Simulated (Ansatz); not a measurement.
# Cl on Ag(111): change of the work function, part 2 of 2

How does Cl on the fcc site change the work function of Ag(111) as the layer fills?

Ansatz 0.2.0; plane-wave DFT, PBE, Ansatz PAW.

So far, work function, upper face (eV): step 2 (the clean slab) 4.47; step 3 (17 atoms, coverage 0.25 ML, cell 2x2) 5.62.

## (4) The covered slab, k-mesh 12×12×1, coverage 1 ML

System of this step: Cl/Ag(111). The cell holds 5 atoms: 4 Ag and 1 Cl. Cell: a = 2.892 Å, b = 2.892 Å, c = 27.081 Å, α = 90.0°, β = 90.0°, γ = 60.0°. Vacuum lies along c.

Another coverage, to see how the dipoles act on each other as their distance changes.

File input.yaml:

```yaml
crystal:
  lattice:
    - [2.8920667351, 0.0, 0.0]
    - [1.4460333675, 2.504603262, 0.0]
    - [0.0, 0.0, 27.0807276842]
  atoms:
    - { symbol: Ag, position: [0.0, 0.0, 0.3323396662] }
    - { symbol: Ag, position: [0.3333333333, 0.3333333333, 0.4195368283] }
    - { symbol: Ag, position: [0.6666666667, 0.6666666667, 0.5077427456] }
    - { symbol: Ag, position: [0.0, 0.0, 0.5967801695] }
    - { symbol: Cl, position: [0.3333333333, 0.3333333333, 0.6676603338] }
kpoints:
  mp_grid: { grid: [12, 12, 1] }
hamiltonian:
  xc: pbe
scf:
  occupations: { method: fermi_dirac, width: 0.1 }
  convergence: { dr2_threshold: 1.0e-08 }
efield:
  axis: 3
  dipole_correction: true
  ramp_position: 0.97
  ramp_width: 0.06
relax:
  f_tol: 0.02
  max_steps: 60
  constraints: [{ sites: [0, 1] }]
output:
  write_potential: true
  write_density: true
  volumetric_format: npy
```

Run with:

```console
$ ansatz run input.yaml --threads 4 --pin off --max-ram 6144MiB --backend cpu --events-out ev --progress --plain --runs-dir out
```

Elapsed: 32 s, on 4 threads of Arm Neoverse N1, shared host; peak memory 0.56 GiB.

Step by step:

```
step  energy less that of the first step (eV)  largest force component (eV/Å)
   1                                   0.0000                          1.2672
   2                                  -0.1167                          0.4918
   3                                  -0.1508                          0.0271
   4                                  -0.1510                          0.0281
   5                                  -0.1511                          0.0007
```

The run keeps the 6 symmetry operations that it works with, so distortions that break them were not tested.

The atoms that moved most (Å):

```
atom     dx     dy     dz  length
 Cl5  0.000  0.000  0.294   0.294
 Ag3  0.000  0.000  0.025   0.025
```

Final coordinates:

```xyz
5
Lattice="2.8921 0.0000 0.0000 1.4460 2.5046 0.0000 0.0000 0.0000 27.0807" Properties=species:S:1:pos:R:3
Ag    0.0000    0.0000    9.0000
Ag    1.4460    0.8349   11.3614
Ag    2.8921    1.6697   13.7755
Ag    0.0000    0.0000   16.1612
Cl    1.4460    0.8349   18.3747
```

Numbers from this step:

```yaml
energy_at_zero_smearing: -31441.0160 eV
work_function_upper_face: 6.349 eV
work_function_lower_face: 4.478 eV
dipole_along_the_normal: -0.07488 e·Å
step_between_the_vacuum_levels: 1.871 eV
```

Running mean over 2.361 Å of the planar mean; the ramp of the sawtooth is left out. The electron's electrostatic potential energy less the Fermi level by z:

```
z (Å)  electron's electrostatic potential energy less the Fermi level (eV)
  3.5                                                                 4.48
  4.0                                                                 4.48
  4.5                                                                 4.48
  5.0                                                                 4.47
  5.5                                                                 4.46
  6.0                                                                 4.41
  6.5                                                                 4.23
  7.0                                                                 3.52
  7.5                                                                 1.26
  8.0                                                                -2.17
  8.5                                                                -4.84
  9.0                                                                -5.75
  9.5                                                                -5.90
 10.0                                                                -5.95
 10.5                                                                -5.98
 11.0                                                                -6.01
 11.5                                                                -5.97
 12.0                                                                -5.77
 12.5                                                                -5.63
 13.0                                                                -5.69
 13.5                                                                -5.86
 14.0                                                                -5.87
 14.5                                                                -5.77
 15.0                                                                -5.72
 15.5                                                                -5.79
 16.0                                                                -5.86
 16.5                                                                -5.74
 17.0                                                                -5.66
 17.5                                                                -5.17
 18.0                                                                -3.84
 18.5                                                                -2.69
 19.0                                                                -1.41
 19.5                                                                 1.53
 20.0                                                                 4.70
 20.5                                                                 6.05
 21.0                                                                 6.30
 21.5                                                                 6.34
 22.0                                                                 6.35
 22.5                                                                 6.35
 23.0                                                                 6.35
 23.5                                                                 6.35
```

The relaxation took 5 steps and lowered the energy by 0.15 eV; the largest force on the free atoms ends at 7.4e-4 eV/Å.

The covered face has 6.35 eV, +1.88 eV against the clean one; the bare back face has moved by +0.03 eV, a measure of how thin the slab is.

## (5) Work function against coverage

This step: plane-wave DFT, PBE, Ansatz PAW; work function against coverage (Ansatz 0.2.0).

The runs are now put side by side.

Numbers from this step:

| Quantity | Value |
| --- | --- |
| work function of the clean face | 4.469 eV |
| largest change of the work function | 1.879 eV |

Work function of the covered face against coverage:

```
coverage (adsorbates/nm²)  work function of the covered face (eV)
                     0.00                                    4.47
                     3.45                                    5.62
                    13.81                                    6.35
```

The dipole per adsorbate comes from the change of the cell's dipole. Coverage, by row:

```
coverage (1/nm²)  coverage (ML)  work function (eV)  change (eV)  dipole per adsorbate, positive end outwards (debye)  mean height of the added atoms over the highest substrate atom (Å)
           3.451           0.25               5.623        1.154                                               -0.855                                                               2.032
           13.81              1               6.349        1.879                                               -0.356                                                               2.214
```

## (6) Results

| Property | Result |
| --- | --- |
| work function of the clean face | 4.47 eV |
| work function at 0.25 ML | 5.62 eV |
| work function at 1 ML | 6.35 eV |
| dipole per adsorbate at 0.25 ML, positive end outwards | -0.85 D |

In words: Cl raises the work function of Ag(111) at the lowest coverage, by 1.15 eV: the adsorbate layer has its negative end outwards. At the highest coverage the adsorbates are pressed to about 2.9 Å, closer than unbonded atoms of this kind usually come, so a real layer may not reach it. The slab has 4 layers, at the tabulated experimental lattice constant, one starting site was run, and quantum-size effects of a slab this thin can reach one or two tenths of an eV.

[Logs are printed without paths, hosts, clocks, repeated set-up lines and the standing remarks that a program may print on its own settings, such as how far it seeks lower states.]

[Hosts, paths, dates, database ids (printed as entryN), source tags and the programs' standing remarks are cut or masked in the printed files.]

[Maps of the electrostatic potential energy from Ansatz leave out the sawtooth potential of an applied field or a dipole correction, so their vacuum need not be flat; planar profiles and work functions include it.]
